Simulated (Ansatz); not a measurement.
# PbO (Massicot): spin-orbit coupling beyond the local functionals

Wanted: gaps of PbO (Massicot) with and without spin-orbit coupling, with cost.

Main program and level: Ansatz 0.2.0; density functionals with and without spin-orbit coupling, plane waves, PAW.

**What was measured.**

- Gap 2.5 eV: literature experimental band gap; bulk crystal (literature value for beta-PbO) (quoted in “X-ray spectroscopic study of amorphous and polycrystalline PbO films, α-PbO, and β-PbO for direct conversion imaging”, 2017, pmc:5640621).

Most raw output is cut from this account.

## (1) Starting point

Symmetry: Pbcm, No. 57, orthorhombic system. The conventional cell has a = 5.893 Å, b = 5.490 Å, c = 4.753 Å, α = 90.00°, β = 90.00°, γ = 90.00°. Nearest to Pb lie 4 O at 2.22 to 2.48 Å. Nearest to O lie 4 Pb at 2.22 to 2.48 Å. Farther neighbours and most contacts between anions are not listed.

The cell and positions come from the Crystallography Open Database and are kept as given unless a step says otherwise. Spin-orbit coupling is left out unless a step names it.

## (2) HSE06, 2×2×4 mesh

This step: DFT, HSE06, plane waves, PAW; PAW set soft_1.

Input file input.yaml:

```yaml
crystal:
  lattice:
    - [5.8931, 0.0, 0.0]
    - [0.0, 5.4904, 0.0]
    - [0.0, 0.0, 4.7528]
  atoms:
    - { symbol: Pb, position: [0.2297, 0.9884, 0.25] }
    - { symbol: Pb, position: [0.7703, 0.0116, 0.75] }
    - { symbol: Pb, position: [0.2297, 0.5116, 0.75] }
    - { symbol: Pb, position: [0.7703, 0.4884, 0.25] }
    - { symbol: O, position: [0.8653, 0.0917, 0.25] }
    - { symbol: O, position: [0.1347, 0.9083, 0.75] }
    - { symbol: O, position: [0.8653, 0.4083, 0.75] }
    - { symbol: O, position: [0.1347, 0.5917, 0.25] }
kpoints:
  mp_grid: { grid: [2, 2, 4] }
  band_path:
    path:
      - [0.0, 0.0, 0.0]
      - [0.5, 0.0, 0.0]
      - [0.5, 0.5, 0.0]
      - [0.0, 0.5, 0.0]
      - [0.0, 0.0, 0.5]
      - [0.5, 0.0, 0.5]
      - [0.5, 0.5, 0.5]
      - [0.0, 0.5, 0.5]
      - [0.5, 0.5, 0.35]
    npoints: 1
hamiltonian:
  xc: hse06
  pseudopotentials: { kind: paw, azcp: { folder: soft_1 } }
scf:
  occupations: { method: fixed }
  n_extra_bands: 6
output:
  eigenvalues: true
```

On the command line:

```console
$ ansatz run input.yaml --threads 24 --pin off --max-ram 82944MiB --backend cuda --events-out ev --progress --plain --runs-dir out --devices 1 --max-vram 78GiB
```

Elapsed: 5.2 s, on 1 × NVIDIA GB200 (shared by 2 runs) with 24 threads of Arm Neoverse V2, shared host; peak memory 1.5 GiB; 23 s of CPU time.

Numbers from this step:

```
gap                     : 3.006 eV
valence top at          : Γ
conduction bottom at    : k = (0.500, 0.500, 0.350)
least direct gap        : 3.316 eV
exact-exchange fraction : 0.25
```

The gap is indirect, with the least direct gap 0.31 eV higher.

## (3) HSE06+SOC, 2×2×4 mesh

The many-body steps leave out spin-orbit coupling, so its effect is taken from a two-component run, with twice the bands.

This step: DFT, HSE06 with spin-orbit coupling, plane waves, PAW; PAW set soft_1.

input.yaml, as its differences from that of step 2:

```diff
@@ -30,6 +30,9 @@
   xc: hse06
-  pseudopotentials: { kind: paw, azcp: { folder: soft_1 } }
+  pseudopotentials: { kind: paw_fr, azcp: { folder: soft_1 } }
 scf:
   occupations: { method: fixed }
-  n_extra_bands: 6
+  n_extra_bands: 12
+magnetization:
+  noncollinear: true
+  spin_orbit: true
 output:
```

Elapsed: 14 s, on 1 × NVIDIA GB200 (shared by 2 runs) with 24 threads; peak memory 2.2 GiB; 81 s of CPU time.

Numbers from this step:

| Property | Result |
| --- | --- |
| gap | 2.888 eV |
| valence top at | Γ |
| conduction bottom at | k = (0.500, 0.500, 0.350) |
| least direct gap | 3.208 eV |
| exact-exchange fraction | 0.25 |

The gap stands −0.12 eV against HSE06.

## (4) Together

Times are wall times on 1 × NVIDIA GB200 (shared by 2 runs) with 24 threads of Arm Neoverse V2, shared host, good to a factor of about two.

| level | gap (eV) | with coupling (eV) | change (eV) | time | with coupling |
| --- | --- | --- | --- | --- | --- |
| HSE06 | 3.01 | 2.89 | −0.12 | 5.2 s | 14 s |

## (5) What came out

| Quantity | Value |
| --- | --- |
| HSE06 | 3.01 eV |
| HSE06+SOC | 2.89 eV |

In words: Spin-orbit coupling changes the gap by −0.12 eV and the least direct gap by −0.11 eV. Against experiment, by HSE06+SOC: the gap of 2.89 eV lies +0.39 eV from the measured 2.5 eV (kind not stated, quoted 2017). The lattice is static and excitons are left out.

[Paths, hosts, dates, memory and timing lines, banners, echoed tables and standing remarks are left out of the program output.]

[Logs are printed without paths, hosts, clocks, repeated set-up lines and the standing remarks that a program may print on its own settings, such as how far it seeks lower states.]

[Runs of the session that timed out or met a known fault of the program may be left out.]

[Cells called generated may have been cut or substituted from an entry of the Crystallography Open Database or the Materials Project.]

[Hosts, paths, dates, database ids (printed as entryN), source tags and the programs' standing remarks are cut or masked in the printed files.]
